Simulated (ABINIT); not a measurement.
# AlGaN2 (P-4m2): a self-consistent loop beyond G0W0, cycle by cycle, part 2 of 3

Aim: iterate the self-energy on AlGaN2 (P-4m2) and follow the gap from cycle to cycle.

ABINIT 10.8.3; LDA and many-body steps on it, plane waves. Known limits of the many-body steps: not at the basis limit; no spin-orbit coupling; coarse k mesh.

So far. Step 5 (evGW0, cycle 1): Against G0W0 in ABINIT (4×4×2 mesh, 45 bands, screening to 106.1 eV, Godby-Needs plasmon pole), the gap moves by +0.288 eV. This first cycle still uses the starting levels; it takes the full correction, at all points of the mesh, and its linearised value is 4.171 eV. Step 6 (evGW0, cycle 2): Against the cycle before, the gap moves by −0.093 eV.

### Step 7. evGW0, cycle 3

Level of this step: evGW0 on LDA, plane waves, norm-conserving pseudopotentials (ABINIT).

The input, run.abi:

```
acell 3*1.0 Angstrom
rprim 
  3.140877048700 0.000000000000 0.000000000000
  0.000000000000 3.140877048700 0.000000000000
  0.000000000000 0.000000000000 4.423837940000
ntypat 3
znucl 13 31 7
natom 4
typat 1 2 3 3
xred 
  0.500000000000 0.500000000000 0.500000000000
  0.000000000000 0.000000000000 0.000000000000
  0.500000000000 0.000000000000 0.738264810000
  0.000000000000 0.500000000000 0.261735190000
pp_dirpath "pseudos"
pseudos "Al.upf, Ga.upf, N.upf"
ecut 45
ngkpt 4 4 2
nshiftk 1
shiftk 0 0 0
kptopt 1
chksymbreak 0
istwfk *1
occopt 1
irdwfk 1
optdriver 4
nband 45
gwcalctyp 10
ecutsigx 45
symsigma 1
nkptgw 12
kptgw 
  0.0000000000 0.0000000000 0.0000000000
  0.2500000000 0.0000000000 0.0000000000
  0.5000000000 0.0000000000 0.0000000000
  0.2500000000 0.2500000000 0.0000000000
  0.5000000000 0.2500000000 0.0000000000
  0.5000000000 0.5000000000 0.0000000000
  0.0000000000 0.0000000000 0.5000000000
  0.2500000000 0.0000000000 0.5000000000
  0.5000000000 0.0000000000 0.5000000000
  0.2500000000 0.2500000000 0.5000000000
  0.5000000000 0.2500000000 0.5000000000
  0.5000000000 0.5000000000 0.5000000000
bdgw 
  12 23
  12 23
  12 23
  12 23
  12 23
  12 23
  12 23
  12 23
  12 23
  12 23
  12 23
  12 23
ecuteps 3.9
irdscr 1
ppmodel 1
irdqps 1
indata_prefix "in"
outdata_prefix "out"
tmpdata_prefix "tmp"
```

Command:

```sh
> OMP_NUM_THREADS=1 mpirun -n 4 abinit run.abi > log
```

The program printed:

```text
.Version 10.8.3 of ABINIT. v10.8.2 released Aug 2026.

 Symmetries : space group P-4 m 2 (#115); Bravais tP (primitive tetrag.)
[... echo of the input left out ...]
== DATASET  1 ==================================================================
-   mpi_nproc: 4, omp_nthreads: 1 (-1 if OMP is not activated)

--- !DatasetInfo
iteration_state: {dtset: 1, }
dimensions: {natom: 4, nkpt: 12, mband: 45, nsppol: 1, nspinor: 1, nspden: 1, mpw: 4296, }
cutoff_energies: {ecut:  45.0, pawecutdg:  -1.0, }
[...]
.  kptgw no:  3; Maximum DeltaE = (   0.016   0.000) for band index:  8
[...]
.  kptgw no: 11; Maximum DeltaE = (  -0.014  -0.004) for band index: 12
.  kptgw no: 12; Maximum DeltaE = (   0.004   0.000) for band index:  9

== END DATASET(S) ==============================================================
================================================================================

 -outvars: echo values of variables after computation  --------
           etotal      0.0000000000E+00
            nband          45
             nkpt          12
          spgroup         115
 [... the other variables as echoed above ...]

 Calculation completed.
```

Elapsed: 41 s, on 4 MPI ranks of Arm Neoverse V1, shared host; peak memory 1.2 GiB; 2.7 min of CPU time.

Numbers from this step:

* quasiparticle gap on the mesh: 4.366 eV
* gap of the density functional on the mesh: 2.872 eV
* k of the valence top: 0, 0, 0
* k of the conduction bottom: 0, 0, 0
* least direct quasiparticle gap on the computed points: 4.366 eV

Against the cycle before, the gap moves by +0.000 eV.

### Step 8. Screening, 4×4×2 mesh, 45 bands, screening to 106.1 eV

This step: RPA screening on LDA, plane waves, norm-conserving pseudopotentials.

The input, run.abi:

```
acell 3*1.0 Angstrom
rprim 
  3.140877048700 0.000000000000 0.000000000000
  0.000000000000 3.140877048700 0.000000000000
  0.000000000000 0.000000000000 4.423837940000
ntypat 3
znucl 13 31 7
natom 4
typat 1 2 3 3
xred 
  0.500000000000 0.500000000000 0.500000000000
  0.000000000000 0.000000000000 0.000000000000
  0.500000000000 0.000000000000 0.738264810000
  0.000000000000 0.500000000000 0.261735190000
pp_dirpath "pseudos"
pseudos "Al.upf, Ga.upf, N.upf"
ecut 45
ngkpt 4 4 2
nshiftk 1
shiftk 0 0 0
kptopt 1
chksymbreak 0
istwfk *1
occopt 1
irdwfk 1
optdriver 3
nband 45
ecuteps 3.9
inclvkb 2
awtr 1
symchi 1
gwcalctyp 10
mbpt_sciss 1.824 eV
nqptdm 1
qptdm 
  0 0 0
indata_prefix "in"
outdata_prefix "out"
tmpdata_prefix "tmp"
```

The program printed:

```text
.Version 10.8.3 of ABINIT. v10.8.2 released Aug 2026.

 Symmetries : space group P-4 m 2 (#115); Bravais tP (primitive tetrag.)
[... echo of the input left out ...]
== DATASET  1 ==================================================================
-   mpi_nproc: 4, omp_nthreads: 1 (-1 if OMP is not activated)

--- !DatasetInfo
iteration_state: {dtset: 1, }
dimensions: {natom: 4, nkpt: 12, mband: 45, nsppol: 1, nspinor: 1, nspden: 1, mpw: 4296, }
cutoff_energies: {ecut:  45.0, pawecutdg:  -1.0, }
electrons: {nelect:   3.40000000E+01, charge:   0.00000000E+00, occopt:   1.00000000E+00, tsmear:   1.00000000E-02, }

 SCREENING: Calculation of the susceptibility and dielectric matrices

 Based on a program developped by R.W. Godby, V. Olevano, G. Onida, and L. Reining.
 Incorporated in ABINIT by V. Olevano, G.-M. Rignanese, and M. Torrent.
.Using double precision arithmetic ; gwpc =  8

[... cell and pseudopotentials left out ...]
--------------------------------------------------------------------------------

 ==== K-mesh for the wavefunctions ====
 Number of points in the irreducible wedge :    12
[... list of points left out ...]
 Together with  8 symmetry operations and time-reversal symmetry
 yields    32 points in the full Brillouin Zone.

 ==== Q-mesh for the screening function ====
 Number of points in the irreducible wedge :    12
[... list of points left out ...]
 Together with  8 symmetry operations and time-reversal symmetry
 yields    32 points in the full Brillouin Zone.

 setmesh: FFT mesh size selected  =    24x   24x   36
          total number of points  =        20736

 vcoul_init : cutoff-mode = AUXILIARY_FUNCTION
 q-points for optical limit:   1
     1)      0.000010    0.000020    0.000030

 Dielectric matrix will be calculated only for some
 selected q points provided by the user through the input variables
 nqptdm and qptdm

- screening: taking advantage of time-reversal symmetry
- Maximum band index for partially occupied states nbvw = 17
- Remaining bands to be divided among processors   nbcw = 28
- Number of bands treated by each node ~7

 rdqps: reading QP wavefunctions of the previous step
        looking for file in_QPS
 file not found, 1st iteration initialized with KS eigenelements

 screening : performing a first self-consistency
 update of the energies in W by a scissor operator
 applying a scissor operator of [eV] :   1.824

 Number of electrons calculated from density =   34.0000; Expected =   34.0000
 average of density, n =  0.115447
 r_s =    1.2740
 omega_plasma =   32.7753 [eV]

 calculating chi0 at frequencies [eV] :
  1    0.000000E+00    0.000000E+00
  2    0.000000E+00    3.277527E+01

--------------------------------------------------------------------------------
  q-point number  1        q = ( 0.000000, 0.000000, 0.000000) [r.l.u.]
--------------------------------------------------------------------------------
[... chi0 elements left out ...]
 For q-point:  0.000010 0.000020 0.000030
  dielectric constant =   4.5363
  dielectric constant without local fields =   4.8525

  Average fulfillment of the sum rule on Im[epsilon] for q-point    1 :     28.61  [%]
[... wings left out ...]
== END DATASET(S) ==============================================================
================================================================================

 -outvars: echo values of variables after computation  --------
           etotal      0.0000000000E+00
            nband          45
             nkpt          12
          spgroup         115
 [... the other variables as echoed above ...]

 Calculation completed.
```

The job ended after 6.8 s (4 MPI ranks; peak memory 0.72 GiB).

Numbers from this step:

- ε∞ with local fields, on this mesh, along the program's q direction: 4.536
- the same without local fields: 4.853
- plasma frequency: 32.78 eV
- plane waves in the screening matrix: 107

This screening uses the functional's bands under a rigid shift, the mean opening of the cycle before.

### Step 9. Screening, 4×4×2 mesh, 45 bands, screening to 106.1 eV

This step: RPA screening on LDA from quasiparticle energies, plane waves, norm-conserving pseudopotentials.

Changes to run.abi since step 8:

```diff
@@ -31,7 +31,17 @@
 symchi 1
+irdqps 1
 gwcalctyp 10
-mbpt_sciss 1.824 eV
-nqptdm 1
+nqptdm 11
 qptdm 
-  0 0 0
+  0.2500000000 0.0000000000 0.0000000000
+  0.5000000000 0.0000000000 0.0000000000
+  0.2500000000 0.2500000000 0.0000000000
+  0.5000000000 0.2500000000 0.0000000000
+  0.5000000000 0.5000000000 0.0000000000
+  0.0000000000 0.0000000000 0.5000000000
+  0.2500000000 0.0000000000 0.5000000000
+  0.5000000000 0.0000000000 0.5000000000
+  0.2500000000 0.2500000000 0.5000000000
+  0.5000000000 0.2500000000 0.5000000000
+  0.5000000000 0.5000000000 0.5000000000
 indata_prefix "in"
```

The input, mrgscr.stdin:

```
2
merged
q0_SCR
out_SCR
1
```

Command:

```sh
> OMP_NUM_THREADS=1 mpirun -n 4 abinit run.abi > log; mrgscr < mrgscr.stdin
```

The program printed:

```text
.Version 10.8.3 of ABINIT. v10.8.2 released Aug 2026.

 Symmetries : space group P-4 m 2 (#115); Bravais tP (primitive tetrag.)
[... echo of the input left out ...]
== DATASET  1 ==================================================================
-   mpi_nproc: 4, omp_nthreads: 1 (-1 if OMP is not activated)

--- !DatasetInfo
iteration_state: {dtset: 1, }
dimensions: {natom: 4, nkpt: 12, mband: 45, nsppol: 1, nspinor: 1, nspden: 1, mpw: 4296, }
cutoff_energies: {ecut:  45.0, pawecutdg:  -1.0, }
[...]
q-point number  1        q = ( 0.250000, 0.000000, 0.000000) [r.l.u.]
--------------------------------------------------------------------------------
[... chi0 elements left out ...]
  Average fulfillment of the sum rule on Im[epsilon] for q-point    2 :     40.66  [%]

--------------------------------------------------------------------------------
  q-point number  2        q = ( 0.500000, 0.000000, 0.000000) [r.l.u.]
--------------------------------------------------------------------------------
[... chi0 elements left out ...]
  Average fulfillment of the sum rule on Im[epsilon] for q-point    3 :     34.60  [%]

 [... 9 further q-points ...]
```

Elapsed: 13 s, on 4 MPI ranks; peak memory 0.68 GiB; 52 s of CPU time.

Numbers from this step:

- plasma frequency: 32.78 eV
- plane waves in the screening matrix: 107

This screening reads the quasiparticle levels of the cycle before.

### Step 10. evGW, cycle 1

This step: evGW on LDA, plane waves, norm-conserving pseudopotentials.

Changes to run.abi since step 9:

```diff
@@ -25,12 +25,10 @@
 irdwfk 1
-optdriver 3
+optdriver 4
 nband 45
-ecuteps 3.9
-inclvkb 2
-awtr 1
-symchi 1
-irdqps 1
 gwcalctyp 10
-nqptdm 11
-qptdm 
+ecutsigx 45
+symsigma 1
+nkptgw 12
+kptgw 
+  0.0000000000 0.0000000000 0.0000000000
   0.2500000000 0.0000000000 0.0000000000
@@ -46,2 +44,19 @@
   0.5000000000 0.5000000000 0.5000000000
+bdgw 
+  12 23
+  12 23
+  12 23
+  12 23
+  12 23
+  12 23
+  12 23
+  12 23
+  12 23
+  12 23
+  12 23
+  12 23
+ecuteps 3.9
+irdscr 1
+ppmodel 1
+irdqps 1
 indata_prefix "in"
```

Command:

```sh
> OMP_NUM_THREADS=1 mpirun -n 4 abinit run.abi > log
```

The program printed:

```text
.Version 10.8.3 of ABINIT. v10.8.2 released Aug 2026.

 Symmetries : space group P-4 m 2 (#115); Bravais tP (primitive tetrag.)
[... echo of the input left out ...]
== DATASET  1 ==================================================================
-   mpi_nproc: 4, omp_nthreads: 1 (-1 if OMP is not activated)

--- !DatasetInfo
iteration_state: {dtset: 1, }
dimensions: {natom: 4, nkpt: 12, mband: 45, nsppol: 1, nspinor: 1, nspden: 1, mpw: 4296, }
cutoff_energies: {ecut:  45.0, pawecutdg:  -1.0, }
[...]
.  kptgw no:  3; Maximum DeltaE = (  -0.165   0.000) for band index:  2
[...]
.  kptgw no: 11; Maximum DeltaE = (  -0.180   0.000) for band index:  2
.  kptgw no: 12; Maximum DeltaE = (  -0.184   0.000) for band index:  2

== END DATASET(S) ==============================================================
================================================================================

 -outvars: echo values of variables after computation  --------
           etotal      0.0000000000E+00
            nband          45
             nkpt          12
          spgroup         115
 [... the other variables as echoed above ...]

 Calculation completed.
```

Elapsed: 41 s, on 4 MPI ranks; peak memory 1.2 GiB.

This step gave:

```yaml
quasiparticle_gap_on_the_mesh: 4.679 eV
gap_of_the_density_functional_on_the_mesh: 2.872 eV
k_of_the_valence_top: 0, 0, 0
k_of_the_conduction_bottom: 0, 0, 0
least_direct_quasiparticle_gap_on_the_computed_points: 4.679 eV
```

Against G0W0 in ABINIT (4×4×2 mesh, 45 bands, screening to 106.1 eV, Godby-Needs plasmon pole), the gap moves by +0.508 eV.

### Step 11. Screening, 4×4×2 mesh, 45 bands, screening to 106.1 eV

This step: RPA screening on LDA, plane waves, norm-conserving pseudopotentials.

The input, run.abi:

```
acell 3*1.0 Angstrom
rprim 
  3.140877048700 0.000000000000 0.000000000000
  0.000000000000 3.140877048700 0.000000000000
  0.000000000000 0.000000000000 4.423837940000
ntypat 3
znucl 13 31 7
natom 4
typat 1 2 3 3
xred 
  0.500000000000 0.500000000000 0.500000000000
  0.000000000000 0.000000000000 0.000000000000
  0.500000000000 0.000000000000 0.738264810000
  0.000000000000 0.500000000000 0.261735190000
pp_dirpath "pseudos"
pseudos "Al.upf, Ga.upf, N.upf"
ecut 45
ngkpt 4 4 2
nshiftk 1
shiftk 0 0 0
kptopt 1
chksymbreak 0
istwfk *1
occopt 1
irdwfk 1
optdriver 3
nband 45
ecuteps 3.9
inclvkb 2
awtr 1
symchi 1
gwcalctyp 10
mbpt_sciss 2.174 eV
nqptdm 1
qptdm 
  0 0 0
indata_prefix "in"
outdata_prefix "out"
tmpdata_prefix "tmp"
```

The program printed:

```text
.Version 10.8.3 of ABINIT. v10.8.2 released Aug 2026.

 Symmetries : space group P-4 m 2 (#115); Bravais tP (primitive tetrag.)
[... echo of the input left out ...]
== DATASET  1 ==================================================================
-   mpi_nproc: 4, omp_nthreads: 1 (-1 if OMP is not activated)

--- !DatasetInfo
iteration_state: {dtset: 1, }
dimensions: {natom: 4, nkpt: 12, mband: 45, nsppol: 1, nspinor: 1, nspden: 1, mpw: 4296, }
cutoff_energies: {ecut:  45.0, pawecutdg:  -1.0, }
[...]
[... chi0 elements left out ...]
 For q-point:  0.000010 0.000020 0.000030
  dielectric constant =   4.4106
  dielectric constant without local fields =   4.7098

  Average fulfillment of the sum rule on Im[epsilon] for q-point    1 :     29.04  [%]
[... wings left out ...]
== END DATASET(S) ==============================================================
================================================================================

 -outvars: echo values of variables after computation  --------
           etotal      0.0000000000E+00
            nband          45
             nkpt          12
          spgroup         115
 [... the other variables as echoed above ...]

 Calculation completed.
```

Wall time 6.8 s (4 MPI ranks); peak memory 0.72 GiB; 27 s of CPU time.

Numbers from this step:

```
ε∞ with local fields, on this mesh, along the program's q direction : 4.411
the same without local fields                                       : 4.710
plasma frequency                                                    : 32.78 eV
plane waves in the screening matrix                                 : 107
```

This screening uses the functional's bands under a rigid shift, the mean opening of the cycle before.

### Step 12. Screening, 4×4×2 mesh, 45 bands, screening to 106.1 eV

This step: RPA screening on LDA from quasiparticle energies, plane waves, norm-conserving pseudopotentials.

Changes to run.abi since step 11:

```diff
@@ -31,7 +31,17 @@
 symchi 1
+irdqps 1
 gwcalctyp 10
-mbpt_sciss 2.174 eV
-nqptdm 1
+nqptdm 11
 qptdm 
-  0 0 0
+  0.2500000000 0.0000000000 0.0000000000
+  0.5000000000 0.0000000000 0.0000000000
+  0.2500000000 0.2500000000 0.0000000000
+  0.5000000000 0.2500000000 0.0000000000
+  0.5000000000 0.5000000000 0.0000000000
+  0.0000000000 0.0000000000 0.5000000000
+  0.2500000000 0.0000000000 0.5000000000
+  0.5000000000 0.0000000000 0.5000000000
+  0.2500000000 0.2500000000 0.5000000000
+  0.5000000000 0.2500000000 0.5000000000
+  0.5000000000 0.5000000000 0.5000000000
 indata_prefix "in"
```

mrgscr.stdin is that of step 9.

Command:

```sh
> OMP_NUM_THREADS=1 mpirun -n 4 abinit run.abi > log; mrgscr < mrgscr.stdin
```

The program printed:

```text
.Version 10.8.3 of ABINIT. v10.8.2 released Aug 2026.

 Symmetries : space group P-4 m 2 (#115); Bravais tP (primitive tetrag.)
[... echo of the input left out ...]
== DATASET  1 ==================================================================
-   mpi_nproc: 4, omp_nthreads: 1 (-1 if OMP is not activated)

--- !DatasetInfo
iteration_state: {dtset: 1, }
dimensions: {natom: 4, nkpt: 12, mband: 45, nsppol: 1, nspinor: 1, nspden: 1, mpw: 4296, }
cutoff_energies: {ecut:  45.0, pawecutdg:  -1.0, }
[...]
q-point number  1        q = ( 0.250000, 0.000000, 0.000000) [r.l.u.]
--------------------------------------------------------------------------------
[... chi0 elements left out ...]
  Average fulfillment of the sum rule on Im[epsilon] for q-point    2 :     41.43  [%]

--------------------------------------------------------------------------------
  q-point number  2        q = ( 0.500000, 0.000000, 0.000000) [r.l.u.]
--------------------------------------------------------------------------------
[... chi0 elements left out ...]
  Average fulfillment of the sum rule on Im[epsilon] for q-point    3 :     35.10  [%]

 [... 9 further q-points ...]
```

Wall time 13 s (4 MPI ranks); peak memory 0.68 GiB.

Numbers from this step:

| Quantity | Value |
| --- | --- |
| plasma frequency | 32.78 eV |
| plane waves in the screening matrix | 107 |

This screening reads the quasiparticle levels of the cycle before.

### Step 13. evGW, cycle 2

This step: evGW on LDA, plane waves, norm-conserving pseudopotentials.

Changes to run.abi since step 12:

```diff
@@ -25,12 +25,10 @@
 irdwfk 1
-optdriver 3
+optdriver 4
 nband 45
-ecuteps 3.9
-inclvkb 2
-awtr 1
-symchi 1
-irdqps 1
 gwcalctyp 10
-nqptdm 11
-qptdm 
+ecutsigx 45
+symsigma 1
+nkptgw 12
+kptgw 
+  0.0000000000 0.0000000000 0.0000000000
   0.2500000000 0.0000000000 0.0000000000
@@ -46,2 +44,19 @@
   0.5000000000 0.5000000000 0.5000000000
+bdgw 
+  12 23
+  12 23
+  12 23
+  12 23
+  12 23
+  12 23
+  12 23
+  12 23
+  12 23
+  12 23
+  12 23
+  12 23
+ecuteps 3.9
+irdscr 1
+ppmodel 1
+irdqps 1
 indata_prefix "in"
```

Command:

```sh
> OMP_NUM_THREADS=1 mpirun -n 4 abinit run.abi > log
```

The program printed:

```text
.Version 10.8.3 of ABINIT. v10.8.2 released Aug 2026.

 Symmetries : space group P-4 m 2 (#115); Bravais tP (primitive tetrag.)
[... echo of the input left out ...]
== DATASET  1 ==================================================================
-   mpi_nproc: 4, omp_nthreads: 1 (-1 if OMP is not activated)

--- !DatasetInfo
iteration_state: {dtset: 1, }
dimensions: {natom: 4, nkpt: 12, mband: 45, nsppol: 1, nspinor: 1, nspden: 1, mpw: 4296, }
cutoff_energies: {ecut:  45.0, pawecutdg:  -1.0, }
[...]
.  kptgw no:  3; Maximum DeltaE = (  -0.020   0.000) for band index:  3
[...]
.  kptgw no: 11; Maximum DeltaE = (  -0.020  -0.000) for band index:  3
.  kptgw no: 12; Maximum DeltaE = (  -0.020   0.000) for band index:  4

== END DATASET(S) ==============================================================
================================================================================

 -outvars: echo values of variables after computation  --------
           etotal      0.0000000000E+00
            nband          45
             nkpt          12
          spgroup         115
 [... the other variables as echoed above ...]

 Calculation completed.
```

Run time: 41 s. Hardware: 4 MPI ranks; peak memory 1.2 GiB; 2.7 min of CPU time.

Numbers from this step:

```yaml
quasiparticle_gap_on_the_mesh: 4.715 eV
gap_of_the_density_functional_on_the_mesh: 2.872 eV
k_of_the_valence_top: 0, 0, 0
k_of_the_conduction_bottom: 0, 0, 0
least_direct_quasiparticle_gap_on_the_computed_points: 4.715 eV
```

Against the cycle before, the gap moves by +0.036 eV.

(Part 2 of 3 ends here.)

[Paths, hosts, dates, memory and timing lines, banners, echoed tables and standing remarks are left out of the program output.]

[Logs are printed without paths, hosts, clocks, repeated set-up lines and the standing remarks that a program may print on its own settings, such as how far it seeks lower states.]

[Runs of the session that timed out or met a known fault of the program may be left out.]

[Hosts, paths, dates, database ids (printed as entryN), source tags and the programs' standing remarks are cut or masked in the printed files.]

[G0W0 gaps are taken among the corrected bands and points alone; a level outside them can change the order at an edge.]

[Where Ansatz stands beside ABINIT at settings called matched, ABINIT's density can come from a denser mesh and the files from another edition; pairs whose starting gaps differed by over 0.03 eV were left out, so agreement reads better than it is.]
